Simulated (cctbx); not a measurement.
## Lattice, Laue class and space group of a new crystal

Cell: a = 6.5850 Å, b = 6.5850 Å, c = 7.8380 Å, α = 90.00°, β = 90.00°, γ = 90.00°. Expected content of the cell: Pb2 Zn2 S8 Li4.

The data are simulated with cctbx, not measured: Mo Kα, λ = 0.71073 Å, to d = 0.65 Å, 70 % of the full sphere, strongest reflection 20000 counts, noise from counting, a 1.5 % proportional error and a noise floor of 8 counts (s.d.); no absorption.

Tests on the unmerged data give:

```text
3659 reflections to d = 0.650 A
centring   violations  <I/sigma> of those
    A        907 of  1826     15.7
    B        905 of  1842     15.4
    C        920 of  1864     12.1
    I          0 of  1863      0.0
    R       1212 of  2447     15.3
    F       1366 of  2766     14.4
Laue class    unique    Rint  (classes that these axes allow; Friedel mates merged)
I 1 2/m 1         680   0.047
I 1 1 2/m         675   0.047
I 2/m 1 1         679   0.047
I m m m           389   0.048
I 4/m             347   0.048
I 4/m m m         217   0.050
space group    extra absences  I>4sigma  <I/sigma>
I 4 2 2                 0          0         -  acentric
I 4 m m                 0          0         -  acentric
I -4 m 2                0          0         -  acentric
I -4 2 m                0          0         -  acentric
I 4/m m m               0          0         -  centric
Wilson B = 1.11 A^2   <|E^2-1|> = 0.498 (0.968 centric, 0.736 acentric)   E^2>4: 0.0 %
shell (A)         n   <I/sigma>
 5.04 - 1.29     35     70.7
 1.29 - 1.03     27     75.4
 1.03 - 0.90     30     62.4
 0.90 - 0.82     25     56.2
 0.82 - 0.76     25     55.5
 0.76 - 0.72     26     59.1
 0.72 - 0.68     23     48.6
 0.68 - 0.65     26     45.7
```

Q: Read the symmetry from these tables.

The reflections that I centring forbids are absent (⟨I/σ⟩ near 0), so the lattice is I.

Rint stays low (0.047 to 0.050) up to I 4/m m m, the highest class in these axes. It includes Bijvoet differences, since Friedel mates are merged.

5 settings pass the absence test. No glide or screw absences show, which leaves I 4 2 2, I 4 m m, I -4 m 2, I -4 2 m and I 4/m m m.

⟨|E²−1|⟩ = 0.498 leans to a non-centrosymmetric structure, or to twinning, which lowers it. The Wilson B of 1.11 Å² means U ≈ 0.0141 Å².

The true group is I-42m (no. 121), Laue class 4/mmm, non-centrosymmetric. The tables only narrow the choice to the tied entries; cell content, site symmetry and trial solutions must settle it.

The model was made for the exercise: a known structure type with other elements put in, its volume estimated, not relaxed; displacement parameters are assumed.

[Logs are printed without paths, hosts, clocks, repeated set-up lines and the standing remarks that a program may print on its own settings, such as how far it seeks lower states.]
